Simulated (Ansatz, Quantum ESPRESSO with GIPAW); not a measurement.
# 87Sr and 35Cl NMR of SrCl2, calculated

Wanted: NMR shieldings for each site of SrCl2.

**The experiment.** The 87Sr shift is 45.9 ppm against aqueous Sr2+, in “Structural Investigations of Strontium in Inorganic Crystals, Organic Crystals, and Phyllosilicate Minerals with 87Sr NMR” (Bowers, PhD thesis, The Pennsylvania State University, 2006).

Calculated with Quantum ESPRESSO with GIPAW 8.0dev (patched build); DFT, PBE, plane-wave PAW (pslibrary 1.0.0 recipes), scalar-relativistic, GIPAW; a patched development version of the program.

Most raw output is cut from this account.

### Step 1. The structure

The structure is cubic, space group Fm-3m (No. 225). Conventional cell: a = 6.977 Å, b = 6.977 Å, c = 6.977 Å, α = 90.00°, β = 90.00°, γ = 90.00°. Nearest to Sr lie 8 Cl at 3.02 Å. Nearest to Cl lie 4 Sr at 3.02 Å. Farther neighbours and most contacts between anions are not listed.

The cell is an entry of the Crystallography Open Database.

### Step 2. Self-consistent run

First the ground state. The response equations take the occupied wavefunctions as exact, so conv_thr is set much tighter than for an energy. No empty states are asked for: the response is solved without them. The mesh has a spacing of 0.39 Å⁻¹ at most. The PAW files were made with ld1.x from the pslibrary 1.0.0 recipes, with GIPAW reconstruction switched on.

run_scf.py reads:

```python
from ase import Atoms
from ase.calculators.espresso import Espresso, EspressoProfile

atoms = Atoms(
    ['Sr', 'Cl', 'Cl'],
    cell=[
        [0.00000000, 3.48835000, 3.48835000],
        [3.48835000, 0.00000000, 3.48835000],
        [3.48835000, 3.48835000, 0.00000000],
    ],
    scaled_positions=[
        [0.00000000, 0.00000000, 0.00000000],
        [0.75000000, 0.75000000, 0.75000000],
        [0.25000000, 0.25000000, 0.25000000],
    ],
    pbc=True,
)
atoms.calc = Espresso(
    profile=EspressoProfile(command='mpirun -np 4 pw.x -nk 4', pseudo_dir='./'),
    pseudopotentials={
        'Sr': 'Sr.pbe-spn-kjpaw_psl.1.0.0-gipaw.UPF',
        'Cl': 'Cl.pbe-n-kjpaw_psl.1.0.0-gipaw.UPF',
    },
    input_data={
        'control': {'calculation': 'scf', 'prefix': 'x', 'outdir': './tmp/'},
        'system': {'ecutwfc': 55, 'ecutrho': 330, 'nbnd': 12},
        'electrons': {'conv_thr': 1.0e-10, 'mixing_beta': 0.7, 'electron_maxstep': 100},
    },
    kpts=(4, 4, 4),
    koffset=(0, 0, 0),
)
print('energy', atoms.get_potential_energy(), 'eV')
```

ASE writes espresso.pwi from it and starts pw.x, whose log goes to espresso.pwo.

espresso.pwi reads:

```
&CONTROL
   calculation      = 'scf'
   outdir           = './tmp/'
   prefix           = 'x'
   pseudo_dir       = './'
/
&SYSTEM
   nbnd             = 12
   ecutwfc          = 55
   ecutrho          = 330
   ntyp             = 2
   nat              = 3
   ibrav            = 0
/
&ELECTRONS
   electron_maxstep = 100
   conv_thr         = 1e-10
   mixing_beta      = 0.7
/
&IONS
/
&CELL
/
&FCP
/
&RISM
/
ATOMIC_SPECIES
Sr 87.62 Sr.pbe-spn-kjpaw_psl.1.0.0-gipaw.UPF
Cl 35.45 Cl.pbe-n-kjpaw_psl.1.0.0-gipaw.UPF

K_POINTS automatic
4 4 4  0 0 0

CELL_PARAMETERS angstrom
0.00000000000000 3.48835000000000 3.48835000000000
3.48835000000000 0.00000000000000 3.48835000000000
3.48835000000000 3.48835000000000 0.00000000000000

ATOMIC_POSITIONS angstrom
Sr 0.0000000000 0.0000000000 0.0000000000  
Cl 5.2325250000 5.2325250000 5.2325250000  
Cl 1.7441750000 1.7441750000 1.7441750000
```

The run is started by

```bash
$ python run_scf.py
```

Run time: 8.4 s. Hardware: 4 MPI ranks of Intel Xeon 6975P-C (Granite Rapids), shared host; peak memory 0.6 GiB; 31 s of CPU time.

It converged in 11 cycles to an estimated accuracy of 5e-11 Ry, on 8 irreducible k-points.

### Step 3. GIPAW: job nmr

The job finds the current that a weak uniform field induces (applied as a long wave, q_gipaw) and the field that this current makes at each nucleus. On atoms with p or d valence electrons much of the paramagnetic part arises close to the nucleus, where the PAW partial waves rebuild the true states. pawproj makes the reconstruction use the PAW data sets' own projectors.

nmr.in reads:

```
&inputgipaw
  job = 'nmr'
  prefix = 'x'
  tmp_dir = './tmp/'
  restart_mode = 'from_scratch'
  verbosity = 'low'
  q_gipaw = 0.01
  spline_ps = .true.
  conv_threshold = 1.0d-14
  use_nmr_macroscopic_shape = .false.
  pawproj(1) = .true.
  pawproj(2) = .true.
/
```

The run is started by

```bash
$ mpirun -np 4 gipaw.x -in nmr.in > nmr.out
```

Wall time 32 s (4 MPI ranks); peak memory 0.37 GiB; 2.1 min of CPU time.

The f-sum rule is met to 0.0016 of 27.2 (0.006 %). Converged shieldings require that this miss be small, but a small miss does not prove them.

From the symmetric part of each tensor, with principal values σ11 ≤ σ22 ≤ σ33: σ_iso is their mean, the span is σ33 − σ11 and the skew 3(σ_iso − σ22)/span. (gipaw.x prints an anisotropy in another convention.)

```
site  atom no.  atoms in cell  σ_iso (ppm)  span (ppm)  skew
  Sr         1              1         2929           0     -
  Cl         2              2        735.3         0.0     -
```

The macroscopic shape term is switched off. For a spherical sample the valence susceptibility of this run would add about 9 ppm to every site, a rough estimate, since the susceptibility converges slowly and lacks part of the PAW terms. Differences within the crystal don't depend on it, but shieldings of different compounds can't be compared to better than a few ppm without it.

Sr and Cl sit on cubic site symmetry, where the tensor must be isotropic.

How the isotropic values are made up (ppm). The core part is that of the free atom's core; bare is the current of the smooth valence states; the last two are what the PAW spheres add to the diamagnetic and the paramagnetic current:

```
site    core   bare  reconstruction, dia  reconstruction, para
  Sr  3441.0  104.1                -26.4                -589.7
  Cl  1050.8   63.0                 -8.2                -370.3
```

The quadrupolar nuclei (87Sr and 35Cl) sit on sites where the field gradient vanishes by symmetry, so they have no quadrupolar coupling.

### Step 4. From shieldings to shifts

Covalently bonded atoms count as neighbours within 1.18 times the sum of their radii. Otherwise a cation's neighbours lie within 1.2 times its shortest bond (1.3 for large cations, each anion's radius taken off where they differ), and an anion's are the cations that count it.

```
site  atom no.  atoms in cell  surroundings  bonds (Å)  σ_iso (ppm)
  Sr         1              1         SrCl8      3.021         2929
  Cl         2              2  bound to Sr4      3.021        735.3
```

### Step 5. Other settings and structures

Each row names what was changed: another mesh tests the sampling of the zone; another functional shows how far the paramagnetic term hangs on the exchange-correlation form; another cutoff tests the basis.

Changes of σ_iso (ppm) against the run above (PBE, cutoffs 55 and 330 Ry, mesh 4×4×4, 2.6 min). Times are CPU times of pw.x and gipaw.x together, on 4 MPI ranks of Intel Xeon 6975P-C (Granite Rapids), shared host; on a shared host they are rough. A run is marked as doubtful where the f-sum miss passes 0.015 electrons, or that much for each three atoms in larger cells (with Tl, Pb, Hg, Bi or Sn a third of that, or a mesh spacing over 0.26 Å⁻¹), or where the susceptibility is unphysically large.

```
                                      run  CPU time  f-sum miss     Sr     Cl
                               mesh 5×5×5   3.3 min      1.0e-4   +0.8   +2.2
                                      LDA   2.4 min      0.0026  -63.9  -58.8
cutoffs 40 and 270 Ry (coarse on purpose)     100 s      0.0015   -0.5   -0.1
                      mesh 3×3×3 (marked)      96 s       0.017   -4.8  -19.6
                                 Wu-Cohen   2.8 min      0.0020  -24.5  -18.8
                    cutoffs 70 and 420 Ry   3.3 min      0.0017   +0.2   -0.1
```

The largest move is -63.9 ppm, on Sr, from LDA.

### Step 6. Comparison with the measured values

Without a fitted line the measured shift still tests the calculation: for an exact theory σ + δ is one number for all compounds of a nucleus, up to the shape term, which is left out of σ and differs by some ppm between compounds.

```
nucleus, site  σ_iso (ppm)  measured δ (ppm)  σ + δ (ppm)  σ + δ of other compounds, same level
     87Sr, Sr         2929              45.9         2975                              SrO 2943
```

### Step 7. Summary of results

```
87Sr shielding without shape term : 2929 ppm
35Cl shielding without shape term : 735.3 ppm
```

**Reading.** 87Sr has one site (SrCl8), with isotropic shielding 2929 ppm (shape term left out). A shift needs a reference, δ = σ_ref − σ, fixed on measured compounds; for 87Sr of this kind at this level too few were at hand, or they scattered too widely about a line, so none is given. For 87Sr, σ + δ is 2975 ppm here and 2943 ppm in SrO: with that reference and slope one the shift would be off by -32 ppm. Going to mesh 5×5×5 changes no isotropic shielding by more than 2.2 ppm, a first measure of the error left in that respect. Going to cutoffs 70 and 420 Ry changes no isotropic shielding by more than 0.16 ppm, so the main run is converged in that respect. The cheaper run with cutoffs 40 and 270 Ry takes about 65 % of the time and is off by 0.53 ppm on Sr. The largest change with the functional is 63.9 ppm in absolute shielding; part of that drops out once each functional has its own reference line. The scalar-relativistic files are used with non-relativistic response operators, which weighs most on the heavy atoms' own shieldings. This build of gipaw.x prints that it is not audited and that its numbers are no references by themselves. It also reports spline_ps as false although the input sets it; why was not traced.

[Logs are printed without paths, hosts, clocks, repeated set-up lines and the standing remarks that a program may print on its own settings, such as how far it seeks lower states.]

[Hosts, paths, dates, database ids (printed as entryN), source tags and the programs' standing remarks are cut or masked in the printed files.]

[Where no reference line passes its bar on scatter, no shift is given, so a measured shift of this compound may stand uncompared.]
